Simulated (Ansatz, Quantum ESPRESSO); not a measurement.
# Ballistic transmission: Cu chain with one atom pushed 0.5 Å aside at constant bond length, part 2 of 4

Aim: the zero-bias transmission with pwcond for this junction: Cu chain with one atom pushed 0.5 Å aside at constant bond length.

Quantum ESPRESSO 7.5; plane-wave DFT, PBE, GBRV ultrasoft pseudopotentials; cross-check by Ansatz 0.2.0 with PAW datasets.

So far. Step 2 (Self-consistent run): The run needed 22 iterations to bring the estimated error under 1e-07 Ry; the largest force on any atom, held or free, is 0.31 eV/Å.

**3. Transmission with pwcond.x**

Level of this step: transmission by pwcond, lead and junction from one cell; plane-wave DFT, PBE, GBRV ultrasoft pseudopotentials (Quantum ESPRESSO).

prefixt takes both regions from one run: the lead from 0 to bdl, the scattering region from bdl to bds (units of alat). ikind = 1 puts the same lead on both sides. The program's T_tot counts both spins in a run without spin; the tables below give T per spin.

File cond.in:

```
&inputcond
  outdir = './out'
  prefixt = 'scf'
  tran_file = 'cond.dat'
  bdl = 0.6133333333
  bds = 3.3586651813
  ikind = 1
  ewind = 4.0
  epsproj = 1e-05
  nz1 = 7
  energy0 = 2.0
  denergy = -0.1
/
1
  0.00000000 0.00000000 1.00000000
41
```

On the command line:

```
$ OMP_NUM_THREADS=1 mpirun -n 4 pwcond.x -in cond.in > cond.out
```

Log:

```text
[banner, memory and clock lines left out]
Program PWCOND v.7.5 starts

          URL

     ./out/scf.save/

     IMPORTANT: XC functional enforced from input :
     Exchange-correlation= PBE
                           (   1   4   3   4   0   0   0)
     Any further DFT definition will be discarded
     Please, verify this is what you really want

     negative rho (up, down):  4.539E-07 0.000E+00
     Reading collected, re-writing distributed wavefunctions

===== INPUT FILE containing all the regions =====

     GEOMETRY:

     lattice parameter (alat)  =      14.1729  a.u.
     the volume                =    9561.9640 (a.u.)^3
     the cross section         =     200.8724 (a.u.)^2
     l of the unit cell        =       3.3587 (alat)
     number of atoms/cell      =           11
     number of atomic types    =            1

     crystal axes: (cart. coord. in units of alat)
               a(1) = (  1.0000  0.0000  0.0000 )
               a(2) = (  0.0000  1.0000  0.0000 )
               a(3) = (  0.0000  0.0000  3.3587 )

   Cartesian axes

     site n.     atom                  positions (alat units)
          1        Cu     tau(  1)=(  0.5000  0.5000  3.3587  )
          2        Cu     tau(  2)=(  0.5000  0.5000  0.3067  )
          3        Cu     tau(  3)=(  0.5000  0.5000  0.6133  )
          4        Cu     tau(  4)=(  0.5000  0.5000  0.9200  )
          5        Cu     tau(  5)=(  0.5000  0.5000  1.2267  )
          6        Cu     tau(  6)=(  0.5667  0.5000  1.5260  )
          7        Cu     tau(  7)=(  0.5000  0.5000  1.8253  )
          8        Cu     tau(  8)=(  0.5000  0.5000  2.1320  )
          9        Cu     tau(  9)=(  0.5000  0.5000  2.4387  )
         10        Cu     tau( 10)=(  0.5000  0.5000  2.7453  )
         11        Cu     tau( 11)=(  0.5000  0.5000  3.0520  )

     nr1s                      =           54
     nr2s                      =           54
     nr3s                      =          180
     nr1sx                     =           54
     nr2sx                     =           54
     nr3sx                     =          180
     nr1                       =           60
     nr2                       =           60
     nr3                       =          200
     nr1x                      =           60
     nr2x                      =           60
     nr3x                      =          200

 _______________________________
  Radii of nonlocal spheres:

     type       ibeta     ang. mom.          radius (alat units)
       Cu         1         0                    0.1102
       Cu         2         0                    0.1102
       Cu         3         1                    0.1102
       Cu         4         1                    0.1102
       Cu         5         2                    0.1102
       Cu         6         2                    0.1102
----- General information -----

--- T calc. with identical leads (ikind=1) ---

     nrx                       =           54
     nry                       =           54
     nz1                       =            7

     energy0               =         2.0E+00
     denergy               =        -1.0E-01
     nenergy               =         41
     ecut2d                =         3.4E+01
     ewind                 =         4.0E+00
     epsproj               =         1.0E-05

     number of k_|| points=    1
                       cryst. coord.
        k(    1) = (   0.0000000   0.0000000), wk =   1.0000000
----- Information about left/right lead -----

     nocros                   =           18
     noins                    =           18
     norb                     =           54
     norbf                    =          180
     nrz                      =           33

      iorb      type   ibeta   ang. mom.   m       position (alat)
        1        1       1        0        1   taunew(   1)=(  0.5000  0.5000  0.0000)
        2        1       2        0        1   taunew(   2)=(  0.5000  0.5000  0.0000)
        3        1       3        1        1   taunew(   3)=(  0.5000  0.5000  0.0000)
        4        1       3        1        2   taunew(   4)=(  0.5000  0.5000  0.0000)
        5        1       3        1        3   taunew(   5)=(  0.5000  0.5000  0.0000)
        6        1       4        1        1   taunew(   6)=(  0.5000  0.5000  0.0000)
        7        1       4        1        2   taunew(   7)=(  0.5000  0.5000  0.0000)
        8        1       4        1        3   taunew(   8)=(  0.5000  0.5000  0.0000)
        9        1       5        2        1   taunew(   9)=(  0.5000  0.5000  0.0000)
       10        1       5        2        2   taunew(  10)=(  0.5000  0.5000  0.0000)
       11        1       5        2        3   taunew(  11)=(  0.5000  0.5000  0.0000)
       12        1       5        2        4   taunew(  12)=(  0.5000  0.5000  0.0000)
       13        1       5        2        5   taunew(  13)=(  0.5000  0.5000  0.0000)
       14        1       6        2        1   taunew(  14)=(  0.5000  0.5000  0.0000)
       15        1       6        2        2   taunew(  15)=(  0.5000  0.5000  0.0000)
       16        1       6        2        3   taunew(  16)=(  0.5000  0.5000  0.0000)
       17        1       6        2        4   taunew(  17)=(  0.5000  0.5000  0.0000)
       18        1       6        2        5   taunew(  18)=(  0.5000  0.5000  0.0000)
       19        1       1        0        1   taunew(  19)=(  0.5000  0.5000  0.3067)
       20        1       2        0        1   taunew(  20)=(  0.5000  0.5000  0.3067)
       21        1       3        1        1   taunew(  21)=(  0.5000  0.5000  0.3067)
       22        1       3        1        2   taunew(  22)=(  0.5000  0.5000  0.3067)
       23        1       3        1        3   taunew(  23)=(  0.5000  0.5000  0.3067)
       24        1       4        1        1   taunew(  24)=(  0.5000  0.5000  0.3067)
       25        1       4        1        2   taunew(  25)=(  0.5000  0.5000  0.3067)
       26        1       4        1        3   taunew(  26)=(  0.5000  0.5000  0.3067)
       27        1       5        2        1   taunew(  27)=(  0.5000  0.5000  0.3067)
       28        1       5        2        2   taunew(  28)=(  0.5000  0.5000  0.3067)
       29        1       5        2        3   taunew(  29)=(  0.5000  0.5000  0.3067)
       30        1       5        2        4   taunew(  30)=(  0.5000  0.5000  0.3067)
       31        1       5        2        5   taunew(  31)=(  0.5000  0.5000  0.3067)
       32        1       6        2        1   taunew(  32)=(  0.5000  0.5000  0.3067)
       33        1       6        2        2   taunew(  33)=(  0.5000  0.5000  0.3067)
[...]
149        1       3        1        3   taunew( 149)=(  0.5000  0.5000  2.4387)
      150        1       4        1        1   taunew( 150)=(  0.5000  0.5000  2.4387)
      151        1       4        1        2   taunew( 151)=(  0.5000  0.5000  2.4387)
      152        1       4        1        3   taunew( 152)=(  0.5000  0.5000  2.4387)
      153        1       5        2        1   taunew( 153)=(  0.5000  0.5000  2.4387)
      154        1       5        2        2   taunew( 154)=(  0.5000  0.5000  2.4387)
      155        1       5        2        3   taunew( 155)=(  0.5000  0.5000  2.4387)
      156        1       5        2        4   taunew( 156)=(  0.5000  0.5000  2.4387)
      157        1       5        2        5   taunew( 157)=(  0.5000  0.5000  2.4387)
      158        1       6        2        1   taunew( 158)=(  0.5000  0.5000  2.4387)
      159        1       6        2        2   taunew( 159)=(  0.5000  0.5000  2.4387)
      160        1       6        2        3   taunew( 160)=(  0.5000  0.5000  2.4387)
      161        1       6        2        4   taunew( 161)=(  0.5000  0.5000  2.4387)
      162        1       6        2        5   taunew( 162)=(  0.5000  0.5000  2.4387)
      163        1       1        0        1   taunew( 163)=(  0.5000  0.5000  2.7453)
      164        1       2        0        1   taunew( 164)=(  0.5000  0.5000  2.7453)
      165        1       3        1        1   taunew( 165)=(  0.5000  0.5000  2.7453)
      166        1       3        1        2   taunew( 166)=(  0.5000  0.5000  2.7453)
      167        1       3        1        3   taunew( 167)=(  0.5000  0.5000  2.7453)
      168        1       4        1        1   taunew( 168)=(  0.5000  0.5000  2.7453)
      169        1       4        1        2   taunew( 169)=(  0.5000  0.5000  2.7453)
      170        1       4        1        3   taunew( 170)=(  0.5000  0.5000  2.7453)
      171        1       5        2        1   taunew( 171)=(  0.5000  0.5000  2.7453)
      172        1       5        2        2   taunew( 172)=(  0.5000  0.5000  2.7453)
      173        1       5        2        3   taunew( 173)=(  0.5000  0.5000  2.7453)
      174        1       5        2        4   taunew( 174)=(  0.5000  0.5000  2.7453)
      175        1       5        2        5   taunew( 175)=(  0.5000  0.5000  2.7453)
      176        1       6        2        1   taunew( 176)=(  0.5000  0.5000  2.7453)
      177        1       6        2        2   taunew( 177)=(  0.5000  0.5000  2.7453)
      178        1       6        2        3   taunew( 178)=(  0.5000  0.5000  2.7453)
      179        1       6        2        4   taunew( 179)=(  0.5000  0.5000  2.7453)
      180        1       6        2        5   taunew( 180)=(  0.5000  0.5000  2.7453)
 ngper, shell number =          545          70
 ngper, n2d =          545         171
---  E-Ef =    2.0000000  k =    0.0000000   0.0000000
---  ie =          1  ik =          1
 Nchannels of the left tip =            1
 Right moving states:
   k1(2pi/a)   k2(2pi/a)   E-Ef (eV)
  -0.2323751   0.0000049   2.0000000
 Left moving states:
   k1(2pi/a)   k2(2pi/a)   E-Ef (eV)
   0.2323751   0.0000049   2.0000000

 to transmit
 Band j to band i transmissions and reflections:
    j         i     |T_ij|^2    |R_ij|^2

    1 -->     1     0.98917     0.01083
   Total T_j, R_j =    0.98917  0.01083

E-Ef(ev), T(x2 spins) =    2.0000000   1.9783374
---  E-Ef =    1.9000000  k =    0.0000000   0.0000000
---  ie =          2  ik =          1
 Nchannels of the left tip =            1
 Right moving states:
   k1(2pi/a)   k2(2pi/a)   E-Ef (eV)
  -0.2414854   0.0000048   1.9000000
 Left moving states:
   k1(2pi/a)   k2(2pi/a)   E-Ef (eV)
   0.2414854   0.0000048   1.9000000

 to transmit
 Band j to band i transmissions and reflections:
    j         i     |T_ij|^2    |R_ij|^2

    1 -->     1     0.98994     0.01006
   Total T_j, R_j =    0.98994  0.01006

E-Ef(ev), T(x2 spins) =    1.9000000   1.9798827
---  E-Ef =    1.8000000  k =    0.0000000   0.0000000
---  ie =          3  ik =          1
 Nchannels of the left tip =            1
 Right moving states:
   k1(2pi/a)   k2(2pi/a)   E-Ef (eV)
  -0.2506867   0.0000048   1.8000000
 Left moving states:
   k1(2pi/a)   k2(2pi/a)   E-Ef (eV)
   0.2506867   0.0000048   1.8000000

 to transmit
 Band j to band i transmissions and reflections:
    j         i     |T_ij|^2    |R_ij|^2

    1 -->     1     0.99063     0.00937
   Total T_j, R_j =    0.99063  0.00937

E-Ef(ev), T(x2 spins) =    1.8000000   1.9812599
[... further energies and points left out ...]
---  E-Ef =   -1.8000000  k =    0.0000000   0.0000000
---  ie =         39  ik =          1
 Nchannels of the left tip =            1
 Right moving states:
   k1(2pi/a)   k2(2pi/a)   E-Ef (eV)
   0.4318926   0.0000126  -1.8000000
 Left moving states:
   k1(2pi/a)   k2(2pi/a)   E-Ef (eV)
  -0.4318926   0.0000126  -1.8000000

 to transmit
 Band j to band i transmissions and reflections:
    j         i     |T_ij|^2    |R_ij|^2

    1 -->     1     0.99078     0.00922
   Total T_j, R_j =    0.99078  0.00922

E-Ef(ev), T(x2 spins) =   -1.8000000   1.9815652
---  E-Ef =   -1.9000000  k =    0.0000000   0.0000000
---  ie =         40  ik =          1
 Nchannels of the left tip =            1
 Right moving states:
   k1(2pi/a)   k2(2pi/a)   E-Ef (eV)
   0.4155786   0.0000124  -1.9000000
 Left moving states:
   k1(2pi/a)   k2(2pi/a)   E-Ef (eV)
  -0.4155786   0.0000124  -1.9000000

 to transmit
 Band j to band i transmissions and reflections:
    j         i     |T_ij|^2    |R_ij|^2

    1 -->     1     0.99305     0.00695
   Total T_j, R_j =    0.99305  0.00695

E-Ef(ev), T(x2 spins) =   -1.9000000   1.9860938
---  E-Ef =   -2.0000000  k =    0.0000000   0.0000000
---  ie =         41  ik =          1
 Nchannels of the left tip =            1
 Right moving states:
   k1(2pi/a)   k2(2pi/a)   E-Ef (eV)
   0.3990035   0.0000123  -2.0000000
 Left moving states:
   k1(2pi/a)   k2(2pi/a)   E-Ef (eV)
  -0.3990035   0.0000123  -2.0000000

 to transmit
 Band j to band i transmissions and reflections:
    j         i     |T_ij|^2    |R_ij|^2

    1 -->     1     0.99464     0.00536
   Total T_j, R_j =    0.99464  0.00536

E-Ef(ev), T(x2 spins) =   -2.0000000   1.9892857
   T_tot     2.00000      0.19783E+01
   T_tot     1.90000      0.19799E+01
   T_tot     1.80000      0.19813E+01
   T_tot     1.70000      0.19825E+01
   T_tot     1.60000      0.19836E+01
   T_tot     1.50000      0.19846E+01
   T_tot     1.40000      0.19855E+01
   T_tot     1.30000      0.19862E+01
   T_tot     1.20000      0.19869E+01
   T_tot     1.10000      0.19874E+01
   T_tot     1.00000      0.19878E+01
   T_tot     0.90000      0.19882E+01
   T_tot     0.80000      0.19885E+01
   T_tot     0.70000      0.19888E+01
   T_tot     0.60000      0.19890E+01
   T_tot     0.50000      0.19893E+01
   T_tot     0.40000      0.19897E+01
   T_tot     0.30000      0.19903E+01
   T_tot     0.20000      0.19911E+01
   T_tot     0.10000      0.19920E+01
   T_tot    -0.00000      0.19911E+01
   T_tot    -0.10000      0.40664E+01
   T_tot    -0.20000      0.75345E+01
   T_tot    -0.30000      0.75188E+01
   T_tot    -0.40000      0.72557E+01
   T_tot    -0.50000      0.10065E+02
   T_tot    -0.60000      0.10313E+02
   T_tot    -0.70000      0.11202E+02
   T_tot    -0.80000      0.10690E+02
   T_tot    -0.90000      0.79040E+01
   T_tot    -1.00000      0.71933E+01
   T_tot    -1.10000      0.58876E+01
   T_tot    -1.20000      0.59023E+01
   T_tot    -1.30000      0.57935E+01
   T_tot    -1.40000      0.54555E+01
   T_tot    -1.50000      0.51001E+01
   T_tot    -1.60000      0.43457E+01
   T_tot    -1.70000      0.19859E+01
   T_tot    -1.80000      0.19816E+01
   T_tot    -1.90000      0.19861E+01
   T_tot    -2.00000      0.19893E+01

Note: The following floating-point exceptions are signalling: IEEE_UNDERFLOW_FLAG
Note: The following floating-point exceptions are signalling: IEEE_UNDERFLOW_FLAG
Note: The following floating-point exceptions are signalling: IEEE_UNDERFLOW_FLAG
Note: The following floating-point exceptions are signalling: IEEE_UNDERFLOW_FLAG
```

It took 2.8 min on 4 MPI ranks of Arm Neoverse V2, shared host; peak memory 0.46 GiB; 11 min of CPU time.

Read from the output:

```
lead channels at the Fermi level, one spin : 1
transmission at the Fermi level, one spin  : 0.9955
conductance                                : 0.9955 G₀
```

Per spin. The open channels by energy, zero at the Fermi level:

energy (eV), open channels and a bar from the least value:
```
    -2.00       1.00 
    -1.90       1.00 
    -1.80       1.00 
    -1.70       1.00 
    -1.60       3.00 ############
    -1.50       3.00 ############
    -1.40       3.00 ############
    -1.20       3.00 ############
    -1.10       3.00 ############
    -1.00       4.00 ##################
    -0.90       4.00 ##################
    -0.80       6.00 ##############################
    -0.70       6.00 ##############################
    -0.60       6.00 ##############################
    -0.50       6.00 ##############################
    -0.40       4.00 ##################
    -0.30       4.00 ##################
    -0.20       4.00 ##################
    -0.10       3.00 ############
     0.00       1.00 
     0.10       1.00 
     0.20       1.00 
     0.30       1.00 
     0.40       1.00 
     0.50       1.00 
     0.60       1.00 
     0.70       1.00 
     0.80       1.00 
     0.90       1.00 
     1.00       1.00 
     1.10       1.00 
     1.20       1.00 
     1.40       1.00 
     1.50       1.00 
     1.60       1.00 
     1.70       1.00 
     1.80       1.00 
     1.90       1.00 
     2.00       1.00
```

Per spin. The transmission by energy, zero at the Fermi level:

| energy (eV) | transmission |
| --- | --- |
| -2.00 | 0.995 |
| -1.90 | 0.993 |
| -1.80 | 0.991 |
| -1.70 | 0.993 |
| -1.60 | 2.17 |
| -1.50 | 2.55 |
| -1.40 | 2.73 |
| -1.20 | 2.95 |
| -1.10 | 2.94 |
| -1.00 | 3.60 |
| -0.90 | 3.95 |
| -0.80 | 5.35 |
| -0.70 | 5.60 |
| -0.60 | 5.16 |
| -0.50 | 5.03 |
| -0.40 | 3.63 |
| -0.30 | 3.76 |
| -0.20 | 3.77 |
| -0.10 | 2.03 |
| 0.00 | 0.996 |
| 0.10 | 0.996 |
| 0.20 | 0.996 |
| 0.30 | 0.995 |
| 0.40 | 0.995 |
| 0.50 | 0.995 |
| 0.60 | 0.995 |
| 0.70 | 0.994 |
| 0.80 | 0.994 |
| 0.90 | 0.994 |
| 1.00 | 0.994 |
| 1.10 | 0.994 |
| 1.20 | 0.993 |
| 1.40 | 0.993 |
| 1.50 | 0.992 |
| 1.60 | 0.992 |
| 1.70 | 0.991 |
| 1.80 | 0.991 |
| 1.90 | 0.990 |
| 2.00 | 0.989 |

The program's own clock; routines nest. Time by routine:

| routine | wall time (s) | calls |
| --- | --- | --- |
| PWCOND | 170.4 | 1 |
| scatter_forw | 134.3 | 82 |
| compbs | 23.74 | 41 |
| compbs_2 | 19.49 | 41 |
| local | 7.62 | 1 |
| init | 0.68 | 1 |
| poten | 0.07 | 1 |

At no point does T exceed the number of channels.

(Continued in part 3 of 4.)

[Logs are printed without paths, hosts, clocks, repeated set-up lines and the standing remarks that a program may print on its own settings, such as how far it seeks lower states.]

[Hosts, paths, dates, database ids (printed as entryN), source tags and the programs' standing remarks are cut or masked in the printed files.]

[Maps of the electrostatic potential energy from Ansatz leave out the sawtooth potential of an applied field or a dipole correction, so their vacuum need not be flat; planar profiles and work functions include it.]
